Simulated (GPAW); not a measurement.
Consider Fe2C (Pnnm).

```xyz
6
Lattice="4.2710 0.0000 0.0000 0.0000 4.7220 0.0000 0.0000 0.0000 2.8350" Properties=species:S:1:pos:R:3 pbc="T T T"
Fe    3.2159    3.9724    1.4175
Fe    1.0551    0.7496    1.4175
Fe    3.1906    1.6114    0.0000
Fe    1.0804    3.1106    0.0000
C     2.1355    2.3610    1.4175
C     0.0000    0.0000    0.0000
```

Absorber: atom 5, with 4 Fe at 1.92 Å and 2 Fe at 1.94 Å (octahedral, site symmetry 2/m). Method: GPAW, LDA, excited-electron core hole (neutral cell), 24-atom cell with 6.4 Å between holes, 4×4×4 k points, dipole transitions, Gaussian full width 0.9 eV up to 4 eV, rising linearly to 3.5 eV at 25 eV.

Q: Predict the near-edge structure at the C K edge.

Main maxima up to 24 eV above the zero (height): 1.9 eV (3.10), 5.9 eV (1.20), 9.4 eV (1.20) and 17.9 eV (0.93). A K edge sees empty p states; the first features are C p mixed into the empty d states of the Fe neighbours, and the broad ones above probably into the cations' higher empty bands. The total-energy difference is 279.86 eV. The functional leaves an error in such absolute values: in the free atom LDA prices this hole 2.9 eV below PBE (computed apart), and PBE is itself good to a few eV.

The C K spectrum (energy from the lowest empty level; intensity scaled to a mean of 1 over the first 20 eV; polarised curves are means over the symmetry-equivalent atoms):

| E (eV) | isotropic | ε ∥ x | ε ∥ y | ε ∥ z |
| --- | --- | --- | --- | --- |
| -2.0 | 0.00 | 0.00 | 0.00 | 0.00 |
| -1.4 | 0.00 | 0.00 | 0.00 | 0.00 |
| -0.8 | 0.02 | 0.01 | 0.03 | 0.02 |
| -0.2 | 0.31 | 0.26 | 0.40 | 0.26 |
| 0.4 | 0.98 | 1.10 | 1.15 | 0.70 |
| 1.0 | 2.02 | 2.62 | 2.08 | 1.35 |
| 1.6 | 3.00 | 3.47 | 2.97 | 2.57 |
| 2.2 | 2.94 | 3.03 | 2.76 | 3.03 |
| 2.8 | 1.82 | 1.22 | 1.67 | 2.57 |
| 3.4 | 0.85 | 0.33 | 0.59 | 1.63 |
| 4.0 | 0.52 | 0.25 | 0.26 | 1.04 |
| 4.6 | 0.52 | 0.53 | 0.38 | 0.66 |
| 5.2 | 0.84 | 1.18 | 0.92 | 0.44 |
| 5.8 | 1.19 | 1.68 | 1.64 | 0.26 |
| 6.4 | 0.97 | 1.30 | 1.43 | 0.17 |
| 7.0 | 0.44 | 0.55 | 0.62 | 0.14 |
| 7.6 | 0.38 | 0.41 | 0.52 | 0.22 |
| 8.2 | 0.73 | 0.66 | 1.04 | 0.49 |
| 8.8 | 1.08 | 0.81 | 1.52 | 0.92 |
| 9.4 | 1.20 | 0.78 | 1.50 | 1.31 |
| 10.0 | 1.11 | 0.77 | 1.14 | 1.42 |
| 10.6 | 0.97 | 0.94 | 0.76 | 1.21 |
| 11.2 | 0.89 | 1.17 | 0.56 | 0.93 |
| 11.8 | 0.81 | 1.19 | 0.48 | 0.77 |
| 12.4 | 0.71 | 0.98 | 0.42 | 0.73 |
| 13.0 | 0.62 | 0.73 | 0.38 | 0.74 |
| 13.6 | 0.58 | 0.58 | 0.36 | 0.79 |
| 14.2 | 0.61 | 0.56 | 0.39 | 0.88 |
| 14.8 | 0.68 | 0.60 | 0.48 | 0.96 |
| 15.4 | 0.73 | 0.65 | 0.60 | 0.96 |
| 16.0 | 0.77 | 0.68 | 0.71 | 0.92 |
| 16.6 | 0.82 | 0.72 | 0.80 | 0.94 |
| 17.2 | 0.89 | 0.76 | 0.85 | 1.04 |
| 17.8 | 0.92 | 0.80 | 0.85 | 1.12 |
| 18.4 | 0.91 | 0.79 | 0.82 | 1.11 |
| 19.0 | 0.84 | 0.70 | 0.83 | 0.98 |
| 19.6 | 0.75 | 0.57 | 0.87 | 0.81 |
| 20.2 | 0.69 | 0.45 | 0.93 | 0.68 |
| 20.8 | 0.65 | 0.39 | 0.95 | 0.60 |
| 21.4 | 0.62 | 0.40 | 0.91 | 0.56 |
| 22.0 | 0.60 | 0.46 | 0.82 | 0.51 |
| 22.6 | 0.56 | 0.55 | 0.69 | 0.45 |
| 23.2 | 0.52 | 0.63 | 0.57 | 0.37 |
| 23.8 | 0.49 | 0.69 | 0.48 | 0.31 |
| 24.4 | 0.47 | 0.71 | 0.43 | 0.28 |
| 25.0 | 0.47 | 0.71 | 0.43 | 0.28 |
| 25.6 | 0.48 | 0.69 | 0.45 | 0.29 |
| 26.2 | 0.49 | 0.66 | 0.49 | 0.32 |
| 26.8 | 0.50 | 0.64 | 0.53 | 0.35 |
| 27.4 | 0.52 | 0.62 | 0.56 | 0.37 |
| 28.0 | 0.53 | 0.62 | 0.58 | 0.39 |
| 28.6 | 0.55 | 0.64 | 0.58 | 0.42 |
| 29.2 | 0.56 | 0.66 | 0.57 | 0.45 |
| 29.8 | 0.56 | 0.67 | 0.54 | 0.49 |
| 30.4 | 0.56 | 0.66 | 0.49 | 0.53 |
| 31.0 | 0.54 | 0.62 | 0.45 | 0.56 |
| 31.6 | 0.52 | 0.58 | 0.41 | 0.57 |

The hole lies in one spin channel, while the script sums the empty states of both and takes the lower zero; where the two channels are split, this blurs and shifts the curve. The spins start ferromagnetically in a simple order, which needn't be the measured one; gap and edge can depend on it. The holes are only 6.4 Å apart, so the shape is probably not converged with cell size; no larger cell was run here. The mesh is coarse (0.28 Å⁻¹ between points), so small maxima may be mesh ripples. Lifetime broadening is put in by hand, and intensities beyond about 20 eV depend on it and on the partial waves; weight that the partial waves miss at high energy is lost. The structure is a published determination, not relaxed.

[Banner, clock and machine lines of the logs are left out without a mark of their own.]

[Logs are printed without paths, hosts, clocks, repeated set-up lines and the standing remarks that a program may print on its own settings, such as how far it seeks lower states.]

[Hosts, paths, dates, database ids (printed as entryN), source tags and the programs' standing remarks are cut or masked in the printed files.]

[Lists of maxima count a maximum above −3 eV only where it reaches 4 % of the highest in the window and stands out from its surroundings by 2 % of it (1.5 % where it reaches 55 %); shoulders and weaker maxima are passed over, and of the rest the first, up to two pre-edge ones and the few strongest are named.]
